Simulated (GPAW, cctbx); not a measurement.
## Bonding in YMnZn as X-rays see it

Question: by how much does bonding change the X-ray structure factors of YMnZn, and what does a routine refinement make of it?

The cell comes from substitution in a known structure type and wasn't matched to any measured phase. All numbers below are calculated.

### 1. Relax the structure

The density hangs on the geometry, so cell and atoms are relaxed first, with the symmetry held. The cutoff is set higher than for the density because stress converges slowly with plane waves.

Settings: GPAW 26.7.0, PBE, 570 eV, 4×4×4 k-points, Fermi–Dirac width 0.1 eV, spin-polarised, BFGS to 0.03 eV/Å.

```text
cell
1.0
    -5.376000000    0.000000000    0.000000000
    -2.688000000   -2.753000000    3.791000000
    -2.688000000    2.753000000    3.791000000
Y Zn Mn
2 2 2
Direct
0.371600000 0.378400000 0.878400000
0.628400000 0.621600000 0.121600000
0.500000000 0.000000000 0.500000000
0.000000000 0.000000000 0.500000000
0.000000000 0.000000000 0.000000000
0.000000000 0.500000000 0.500000000
```

```console
$ OMP_NUM_THREADS=1 mpirun -n 4 gpaw python run.py > gpaw.log
```

```text
BFGS:    0      -31.767826        0.294015
BFGS:    1      -31.769585        0.281989
BFGS:    2      -31.788034        0.094198
BFGS:    3      -31.788362        0.091537
...
BFGS:    6      -31.791916        0.047144
BFGS:    7      -31.792122        0.036151
BFGS:    8      -31.792348        0.026478
cell  5.4944 5.4415 5.4415  60.09 59.68 59.68
volume 114.557 A^3, largest force 0.015 eV/A, largest stress 0.22 GPa
```

After 8 steps the volume has changed by +2.1 % and the energy by -0.025 eV; the largest stress left is 0.22 GPa. It took 7.8 min on 4 cores of Arm Neoverse V1 (shared host), peak memory 1.5 GiB.

Relaxed structure: Imma (no. 74), a = 5.4493 Å, b = 5.4944 Å, c = 7.6524 Å, α = 90.00°, β = 90.00°, γ = 90.00°.

| atom | mult. | x | y | z |
| --- | --- | --- | --- | --- |
| Y1 | 4 | 1/2 | 1/4 | 0.1205 |
| Zn1 | 4 | 0 | 0 | 0 |
| Mn1 | 4 | 1/4 | 1/4 | 3/4 |

### 2. The all-electron density

X-rays see the whole electron density, so the PAW density is rebuilt with its core regions. Subtracting spherical free atoms from the same code cancels the cores and leaves the deformation density Δρ, the part due to bonding.

Settings: PBE, 450 eV, 6×6×6 k-points, Fermi–Dirac width 0.1 eV, spin-polarised; primitive cell of 6 atoms.

```console
$ OMP_NUM_THREADS=1 mpirun -n 4 gpaw python run.py > gpaw.log
```

```text
|iter:   1|       0s |  -33.404320 | +0.46 |       |  +8.0256|
|iter:   2|      12s |  -32.176484 | -0.58 | -1.01 |  +7.8869|
|iter:   3|      23s |  -31.606373 | -1.22 | -1.17 |  +7.6183|
...
|iter:  14|     144s |  -31.617284c| -6.93 | -4.54c|  +5.5794|
|iter:  15|     155s |  -31.617278c| -7.38 | -4.84c|  +5.5793|
|iter:  16|     166s |  -31.617276c| -7.96c| -5.01c|  +5.5796|
```

```text
grid (54, 54, 54)  electrons 188.000  moved by bonding 0.994 e
deformation density beyond 0.5 A of the nuclei: max 0.160, min -0.092 e/A^3
atom        x       y       z   Voronoi charge  moment
Y 1    0.2500  0.3795  0.6295      0.140      -0.17
Y 2    0.7500  0.6205  0.3705      0.140      -0.17
Zn3    0.0000  0.0000  0.0000      0.039      -0.07
Zn4    0.5000  0.0000  0.5000      0.039      -0.07
Mn5    0.5000  0.0000  0.0000     -0.179       3.08
Mn6    0.0000  0.5000  0.0000     -0.179       3.08
mean inner potential of superposed free atoms 20.940 V
total magnetic moment 5.580 muB
```

Deformation density in a plane through the shortest contact of the Zn atom at the origin, in 0.01 e/Å³ (clipped at ±99); x from -1.6 to 4.3 Å, y from 2.4 down to -2.4 Å:

```text
  .   .   9   0   2   2   0  -2  -2   0   1   2   0   6   .   .
  .   .  -1  -1   1   1   0  -2  -1   0   2   3   1   4   .   .
 -4   0  -1   1   2   2   1   0   0   2   3   3   2  -2  -3   0
  0   1   2   2   2   2   2   2   2   2   2   3   2   1   0   1
  1   2   1  -3  -5  -3   1   2   2   0   0   1  -3   0   2   2
  1   2  -3  -8   .  -8  -3   2   2  -2   2   .  -2  -2   2   2
  1   2  -4   .   .   .  -5   2   2   1   .   .   .   0   2   1
  1   2  -3  -7   .  -9  -3   2   2  -2  -3   .   1  -2   2   2
  2   2   1  -3  -5  -3   1   2   2   0  -3   1   0   0   2   2
  2   2   2   2   2   2   2   1   0   1   2   3   2   2   2   2
  1   0   1   2   2   1  -1   0  -4  -1   3   3   3   1   0   0
 -1  -2   0   1   2  -1  -1   .   .   3   2   3   2   0  -1  -1
 -2  -2  -1   1   2   0   8   .   .   5   0   2   1  -1  -2  -2
```

Atoms in or within 0.15 Å of the plane: Zn (0.0, 0.0), Mn (2.7, 0.0), Mn (4.1, 2.4), Mn (-1.4, 2.4), Mn (1.4, -2.4) Å. Dots mark points within about 0.45 Å of a nucleus; large values next to them are atomic features.

Mn gains most (-0.18 e) and Y loses most (+0.14 e), which isn't the order of electronegativity: valence and coordination count too, and Voronoi cells cut space at the midplane whatever the atoms' sizes. Along the shortest contact from the Zn atom at the map's origin, Zn–Mn at 2.72 Å, Δρ is +0.02 e/Å³ at the midpoint; the highest value on the line, +0.12, lies at the edge of the range, 0.5 Å from Mn, and is an atomic rather than a bond feature: little piles up between the atoms. At the midpoints of other shortest contacts it is +0.01 (Mn–Mn, 2.73 Å), +0.01 (Zn–Zn, 2.75 Å), +0.01 (Y–Mn, 3.15 Å) and +0.01 (Y–Zn, 3.19 Å) e/Å³. Point values carry grid noise of about 0.01 e/Å³. The cell's moment is 5.58 μB; the largest inside an atomic sphere is 3.08 μB. The run needed 16 iterations, 3.2 min.

### 3. Structure factors

The Fourier components of Δρ, added to those of the free atoms, give the static X-ray structure factors; the Mott–Bethe relation turns them into the Fourier components V of the potential that fast electrons feel.

```text
static structure factors of the conventional cell: F in electrons, V (Mott-Bethe) in volts
   h  k  l      d  |F| table  |F| free   |F| DFT   change   |V| free  |V| DFT  change %
   0  1  1  4.4631     6.774     6.811     6.129   -0.682     0.122    0.394    222.9
   1  0  1  4.4389     9.017     8.942     8.591   -0.351     0.927    0.789    -14.9
   0  0  2  3.8262    29.169    29.189    28.390   -0.799     0.086    0.148     72.1
   0  2  0  2.7472   104.521   104.435   104.439    0.005     4.766    4.765     -0.0
   2  0  0  2.7247   146.671   146.697   146.161   -0.537     4.352    4.432      1.8
   1  1  2  2.7206   125.216   125.184   124.894   -0.290     4.525    4.568      0.9
   1  2  1  2.3360   182.427   181.987   181.547   -0.440     5.614    5.662      0.9
   2  1  1  2.3255   156.435   156.006   155.874   -0.133     5.530    5.544      0.3
   0  1  3  2.3136   165.536   165.099   164.948   -0.151     5.808    5.824      0.3
   1  0  3  2.3102   171.858   171.413   170.966   -0.448     5.238    5.286      0.9
   0  2  2  2.2316   159.749   158.947   158.297   -0.650     5.196    5.261      1.2
   2  0  2  2.2194   172.904   172.086   171.244   -0.842     5.598    5.681      1.5
   2  2  0  1.9345    44.515    43.648    42.927   -0.720     1.524    1.578      3.5
   0  0  4  1.9131    44.944    44.069    43.310   -0.759     1.534    1.589      3.6
```

The largest X-ray change is -0.84 e on 202, 0.5 % of |F|. For electrons V goes as (Z − F)/g², so a change of F counts against Z − F, which is small at low angle and wherever the atoms' terms cancel: |V| of 011 moves by +222.9 % (0.12 to 0.39 V) against -10.0 % in |F|. The last three rows still change by up to 0.84 e; the table stops while the angles are still low. The tabulated Hartree–Fock atoms differ from the free DFT atoms by up to 0.88 e, so the choice of reference atom matters too.

### 4. Refining ordinary atoms against data with bonding

Routine crystallography fits spherical atoms. To see the bias, intensities are simulated from tabulated atoms plus the DFT change ΔF, so that bonding alone can misfit (3718 reflections of the full sphere, merged to the counts below, to 0.5 Å, 0.5 % proportional noise plus counting noise, assumed isotropic U as listed, Δρ smeared by the mean U) and refined with cctbx over different ranges.

| range | data | R1 | GooF | U Y1 (true 0.0074) | U Zn1 (true 0.0082) | U Mn1 (true 0.0087) | largest shift (Å) | Δρ max, min (e/Å³) |
| --- | --- | --- | --- | --- | --- | --- | --- | --- |
| all data | 547 | 0.0042 | 1.01 | 0.0074 | 0.0082 | 0.0087 | 0.0001 | 0.21, -0.19 |
| low resolution, d > 0.84 | 133 | 0.0032 | 1.14 | 0.0073 | 0.0080 | 0.0086 | 0.0000 | 0.10, -0.08 |
| high order, d < 0.75 | 371 | 0.0052 | 0.97 | 0.0074 | 0.0082 | 0.0087 | 0.0001 | 0.19, -0.21 |
| occupancies free, d > 0.7 | 209 | 0.0032 | 1.04 | 0.0074 | 0.0081 | 0.0088 | 0.0001 | 0.13, -0.10 |

With all data GooF is 1.01, so at this noise the bonding hardly shows; the top residual peak, near noise level, lies 1.74 Å from Y and 1.80 Å from Zn. No U is off by more than 3 s.u. at low resolution. With Y1 held at 1 and the scale free, the other occupancies refine to Zn1 0.998(0.001) and Mn1 1.002(0.001), within three s.u. of full.

### 5. Answer

Bonding moves 0.99 e in the primitive cell of YMnZn and changes the structure factors of the conventional cell in the table above by at most 0.84 e (202, 0.5 %), and among reflections above 2 % of the strongest by up to 10.0 % (011). The shortest bond, Zn–Mn, has Δρ = +0.02 e/Å³ at its midpoint. With all data GooF is 1.01, so at this noise the bonding hardly shows. Limits: static density, frozen cores, no spin–orbit coupling; a ferromagnetic start is the only order tried, and the real ground state may be antiferromagnetic or insulating.

[Outputs are excerpts: Python notices, other lines and further rows are left out; steps that failed or that the build refused (PBEsol, TPSS) are not shown.]

[Logs are printed without paths, hosts, clocks, repeated set-up lines and the standing remarks that a program may print on its own settings, such as how far it seeks lower states.]
